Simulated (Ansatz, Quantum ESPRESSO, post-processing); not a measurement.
# Ballistic transmission: vacuum gap of 6.0 Å between two K(110) faces, part 4 of 4

Wanted: the transmission near the Fermi level and the conductance of this junction: vacuum gap of 6.0 Å between two K(110) faces.

Quantum ESPRESSO 7.5; plane-wave DFT, PBE, GBRV ultrasoft pseudopotentials; cross-check by Ansatz 0.2.0 with PAW datasets.

So far. Step 2 (Self-consistent run): The run needed 19 iterations to bring the estimated error under 1e-07 Ry; the largest force on any atom, held or free, is 0.05 eV/Å. Step 3 (The open system): At no point does T exceed the number of channels.

**6. Cross-check with Ansatz**

As a check, the same structure is run in Ansatz.

Level of this step: plane-wave DFT, PBE, Ansatz PAW (Ansatz 0.2.0).

File input.yaml:

```yaml
crystal:
  lattice:
    - [5.28, 0.0, 0.0]
    - [2.64, 3.7335238047, 0.0]
    - [0.0, 0.0, 47.0687618513]
  atoms:
    - { symbol: K, position: [0.0, 0.0, 0.0] }
    - { symbol: K, position: [0.5, 0.0, 0.0793206292] }
    - { symbol: K, position: [0.0, 0.0, 0.1586412584] }
    - { symbol: K, position: [0.5, 0.0, 0.2379618875] }
    - { symbol: K, position: [0.0, 0.0, 0.3172825167] }
    - { symbol: K, position: [0.5, 0.0, 0.3966031459] }
    - { symbol: K, position: [0.0, 0.0, 0.5240762249] }
    - { symbol: K, position: [0.5, 0.0, 0.6033968541] }
    - { symbol: K, position: [0.0, 0.0, 0.6827174833] }
    - { symbol: K, position: [0.5, 0.0, 0.7620381125] }
    - { symbol: K, position: [0.0, 0.0, 0.8413587416] }
    - { symbol: K, position: [0.5, 0.0, 0.9206793708] }
kpoints:
  mp_grid: { grid: [6, 7, 1] }
hamiltonian:
  xc: pbe
scf:
  occupations: { method: fermi_dirac, width: 0.1 }
  convergence: { dr2_threshold: 1.0e-08 }
output:
  transmission: { leads: [[0, 2]], e_range: [-0.4, 0.4], de: 0.4, kmesh: [8, 8] }
  write_potential: true
  write_density: true
  volumetric_format: npy
```

Started as:

```bash
$ ansatz run input.yaml --threads 4 --pin off --max-ram 8192MiB --backend cpu --events-out ev --progress --plain --runs-dir out
```

Numbers of over 12 decimals in the logs are rounded to 6 here.

What it wrote:

```text
Warning: crystal.symmetry: narrowed to the stabiliser of the k-point mesh — unitary ops 8 → 4; excluded 4 operations that carry a point of the 6×7×1 mesh (shift [0, 0, 0]) off the mesh (the run samples exactly the mesh kpoints.mp_grid names, as under crystal.symmetry.detect: false, and its converged state has the mesh's symmetry, not the crystal's; ε∞, the Born charges and the force constants of a linear response (`dielectric:` by the response, `phonons.method: dfpt`) are averaged over those of the crystal's operations that the state keeps within a tolerance, where `mesh_tensors`, `unaveraged_element` or `gamma_mean_max_change_ev_ang2` stands beside them; [rest of the remark cut]
Engine: ansatz 0.2.0, aarch64-unknown-linux-gnu
Pseudopotentials: kind: paw
Pseudopotential: K, paw, valence charge 9, recommended cutoff 420 eV (normal), K.paw.azcp
Functional definition: PBE
  parameter kappa = 0.804
  parameter beta = 0.066725
  exchange = pbe_x(kappa = kappa, mu = beta*pi^2/3)
  correlation = pbe_c(beta = beta)
Crystal: 12 atoms, lattice volume = 927.867 Å³
Basis set: ecut = 420 eV, 18205 PW (Γ)
Bands: 66, of which v1, the nominal top of the filled ones, is band 54 counted from 1 (53 counted from 0)
Symmetry: 4 space group operations
k-points: 22 of 42
Non-local potential: K, projectors of the file, l = 0: 3, l = 1: 2, l = 2: 2
PAW form: soft (Blöchl's): semilocal exchange-correlation on the pseudo side does not see the compensation charge
PAW one-centre angular grid: K, 110 points (default); XC on 64 Gauss nodes
Initial density: superposition of atomic densities (neutral atoms: chi_scale 0, normalization atom), corrected by the library's trained network
Initial wavefunctions: pseudopotential atomic-orbital guess
Functional: x = pbe(κ = 0.804, μ = 0.219515), c = pbe(β = 0.066725)
SCF iter   1: F=—  HF=-18453.397157 eV  |F-HF|=—  |Δ(HF+E_count)|=         —  Δρ=5.96e-4  dr2=3.34e-2  ethr=1.77e-3  ⟨swp⟩=12.0  Hψ=6691  notcnv=0
preconditioner: auto → LDOS  [metal: Δε(μ)=0.018 eV  Ē_g=1.834 eV  σ=0.100 eV  W_gap=0.05  n_scr=130 (ndim 8)  ℏωp=4.2 eV  f_vac=0.042  D(μ)=9.44/eV (n_scr^D=20)  β→1.0]
SCF iter   2: F=—  HF=-18453.400143 eV  |F-HF|=—  |Δ(HF+E_count)|=   2.99e-3  Δρ=2.89e-4  dr2=1.30e-2  ethr=3.09e-5  ⟨swp⟩=2.3  Hψ=1891  notcnv=0
SCF iter   3: F=—  HF=-18453.399966 eV  |F-HF|=—  |Δ(HF+E_count)|=   1.76e-4  Δρ=1.81e-4  dr2=2.78e-3  ethr=1.20e-5  ⟨swp⟩=1.1  Hψ=1459  notcnv=0
SCF iter   4: F=—  HF=-18453.400059 eV  |F-HF|=—  |Δ(HF+E_count)|=   9.27e-5  Δρ=2.60e-4  dr2=6.41e-4  ethr=2.57e-6  ⟨swp⟩=2.3  Hψ=2478  notcnv=0
SCF iter   5: F=—  HF=-18453.399848 eV  |F-HF|=—  |Δ(HF+E_count)|=   2.11e-4  Δρ=2.78e-5  dr2=2.25e-5  ethr=5.94e-7  ⟨swp⟩=2.0  Hψ=2316  notcnv=0
SCF iter   6: F=—  HF=-18453.399854 eV  |F-HF|=—  |Δ(HF+E_count)|=   6.22e-6  Δρ=1.30e-5  dr2=3.27e-6  ethr=2.08e-8  ⟨swp⟩=3.5  Hψ=2967  notcnv=0
SCF iter   7: F=—  HF=-18453.399760 eV  |F-HF|=—  |Δ(HF+E_count)|=   9.45e-5  Δρ=1.81e-6  dr2=5.61e-7  ethr=3.03e-9  ⟨swp⟩=2.0  Hψ=2426  notcnv=0
SCF iter   8: F=—  HF=-18453.399760 eV  |F-HF|=—  |Δ(HF+E_count)|=   2.56e-8  Δρ=1.01e-6  dr2=3.39e-8  ethr=5.19e-10  ⟨swp⟩=1.9  Hψ=1500  notcnv=0
SCF iter   9: F=—  HF=-18453.399760 eV  |F-HF|=—  |Δ(HF+E_count)|=   1.93e-9  Δρ=4.12e-7  dr2=1.26e-8  ethr=9.26e-12  ⟨swp⟩=11.6  Hψ=5007  notcnv=0
SCF iter  10: F=-18453.399760 eV  HF=-18453.399760 eV  |F-HF|=2.04e-10  |Δ(HF+E_count)|=  9.75e-10  Δρ=7.15e-8  dr2=3.88e-10  ethr=9.26e-12  ⟨swp⟩=2.0  Hψ=2399  notcnv=0
SCF 1 converged in 10 iterations: F = -18453.399760 eV  dr2 = 3.88e-10
  greatest PAW one-centre occupation: 0.988 electrons in one spin orbital (limit 2), on the K atom at site 9 (counted from 0), in its partial waves of l = 0
transmission: 202 of 2006 steps passed
transmission: 402 of 2006 steps passed
[...]
transmission: 2006 of 2006 steps passed
SCF converged after 10 iterations
Free energy (F): -18453.399760 eV
Harris-Foulkes:  -18453.399760 eV  (|F-HF|=2.04e-10)
Internal energy: -18453.092830 eV  (E = F + TS)
E sigma→0 (E₀):  -18453.246295 eV
Entropy (-TS):   -0.306930 eV (-25.577 meV/atom)
Fermi energy:    1.556148 eV
--- Per-component energies (eV) ---
  E_band       = -1737.418449
  E_kinetic    = 3026.162203
  E_local      = -10146.093024  (includes V_loc(G=0)·N_el)
  E_nonlocal   = 155.139137
  E_hartree    = 3765.097800
  E_xc         = -1604.829711
  E_vxc        = -1956.124460  (∫ρ·V_xc dr)
  E_paw        = -9382.131090  (= ΣΔE_a)
  E_vpaw       = -346.698491  (= ΣTr[D̂ρ^β])
  E_aug_tail   = -0.000040  (compensation charges beyond the density's cutoff)
  E_ewald      = -4266.438104
  E_smearing   = -0.306930  (= −TS)
  E_closure    = 0.000000  (closes the sum)
  Σ components = -18453.399760   (vs F -18453.399760, Δ=0.00e0)
--- Band table (eV; the first three rows and the last of 22) ---
  k-point 0: bands = [... 50 lower, -0.4294, -0.2739, -0.1570, 0.1023, 0.2449, 0.6157, 0.7612, 1.2386, ... 8 higher]
  k-point 1: bands = [... 50 lower, -0.1803, -0.0276, 0.0872, 0.3421, 0.4817, 0.8471, 0.9876, 1.4621, ... 8 higher]
  k-point 2: bands = [... 50 lower, 0.5346, 0.6785, 0.7877, 1.0266, 1.1581, 1.4985, 1.6264, 2.0676, ... 8 higher]
  k-point 21: bands = [... 50 lower, 1.3476, 1.4747, 1.5752, 1.7857, 1.9071, 1.9539, 1.9987, 2.0565, ... 8 higher]
--- Transmission ---
  basis      : 173 plane waves across, 59 finite elements along
  points     : 34, standing for a mesh of 8 x 8
  energies   : 3 from -0.400000 to 0.400000 eV about the Fermi level, 0.400000 eV apart; the leads are filled to 0.000000 eV, and channels, transmission and decay are at 0.000000 eV
  crystal 0  : K2, at the sites [0, 2], period 7.4670 Å, over 44.80 Å; its Hamiltonian steps by up to 3.7 meV
    offset         : up to 0.0000 Å between an atom of the period and one for which it stands
    channels       : 8.593750e-1 a spin
    conductance    : none, the energies end too early or step too widely for 300 K: set another output.transmission.e_range or a lower de, or, where they end at an eighth of basis.ecutwfc, a higher one
    slowest decay  : 0.1503 /Å at (-0.1250, 0.3750)
  junction   : crystal 0 to crystal 0, -1.87 to 37.73 Å
    transmission   : 3.585549e-1 a spin
    conductance    : none, the energies end too early or step too widely for 300 K: set another output.transmission.e_range or a lower de, or, where they end at an eighth of basis.ecutwfc, a higher one
```

The job ended after 2.9 min (4 threads of Arm Neoverse V1, shared host; peak memory 2.1 GiB; 11 min of CPU time).

Read from the output:

```
free energy                                  : -18453.3998 eV
energy at zero smearing                      : -18453.2463 eV
smearing term TS                             : 0.3069 eV
Fermi energy                                 : 1.556 eV
symmetry operations                          : 4
transmission at the Fermi level, one spin    : 0.3586
step of the lead's Hamiltonian over a period : 3.7 meV
```

Per spin; mean over the k mesh across the current. Table of transmission, zone mean by energy, zero at the Fermi level:

```tsv
energy (eV)	transmission, zone mean
-0.400	0.237
0.000	0.359
0.400	0.508
```

Per spin; mean over the k mesh across the current. Open channels, zone mean against energy, zero at the Fermi level:

```tsv
energy (eV)	open channels, zone mean
-0.400	0.672
0.000	0.859
0.400	1.05
```

Ansatz finds T = 0.359 against pwcond's 0.359.

**7. All levels side by side**

All levels:

```tsv
step	T at the Fermi level (per spin)	conductance (G0)	r.m.s. T(E) from the first	CPU time of the step (s)	peak memory (GiB)
Ansatz	0.3586	-	0	659.6	2.12
pwcond	0.3594	0.3594	0.002562	1205	0.4
pwcond, changed setting	0.3585	0.3585	0.007455	415.4	0.3
```

Per spin; mean over the k mesh across the current. Table of transmission, zone mean by energy, zero at the Fermi level:

```tsv
energy (eV)	Ansatz	pwcond	pwcond, changed setting
-0.400	0.237	0.239	0.239
0.000	0.359	0.359	0.358
0.400	0.508	0.512	0.495
```

**8. By hand**

The Landauer sum over the mesh, Σ w T = 0.0625 × 0.754 + 0.0625 × 0.683 + 0.0625 × 0.666 + … = 0.3594.

G = 0.359 × 77.48 µS = 27.8 µS a cell. Times the area of 19.713 Å², the resistance-area product is A/G = 7.08 fΩ m², the leads' contact resistance included.

Free electrons at 1 an atom (2 atoms in 147.2 Å³) have k_F = 0.738 1/Å and offer A k_F²/4π = 0.85 channels per spin; the lead has 0.86 on this mesh.

**9. What came out**

```
conductance from T at the Fermi level, a cell (G₀ = 2e²/h) : 0.359 G₀
conductance per area                                       : 141 S/μm²
lead channels per spin                                     : 0.86
the same conductance by Ansatz                             : 0.359 G₀
```

The junction conducts 0.359 G₀ a cell at the Fermi level (PBE, GBRV ultrasoft). At the Fermi level the junction passes 42 % of what the leads offer. At the Fermi level pwcond and Ansatz differ by 0.23 %, a close match. The mean rests on 21 distinct points, the heaviest weighing 0.06, and the mesh was not tested, so even the second digit is unsure. Over -0.4 to 0.4 eV, T lies between 0.24 and 0.51 per spin. The geometry is as built, not relaxed, and the leads are short. Semilocal functionals lack the image potential in a vacuum gap.

[Logs are printed without paths, hosts, clocks, repeated set-up lines and the standing remarks that a program may print on its own settings, such as how far it seeks lower states.]

[Hosts, paths, dates, database ids (printed as entryN), source tags and the programs' standing remarks are cut or masked in the printed files.]

[Maps of the electrostatic potential energy from Ansatz leave out the sawtooth potential of an applied field or a dipole correction, so their vacuum need not be flat; planar profiles and work functions include it.]
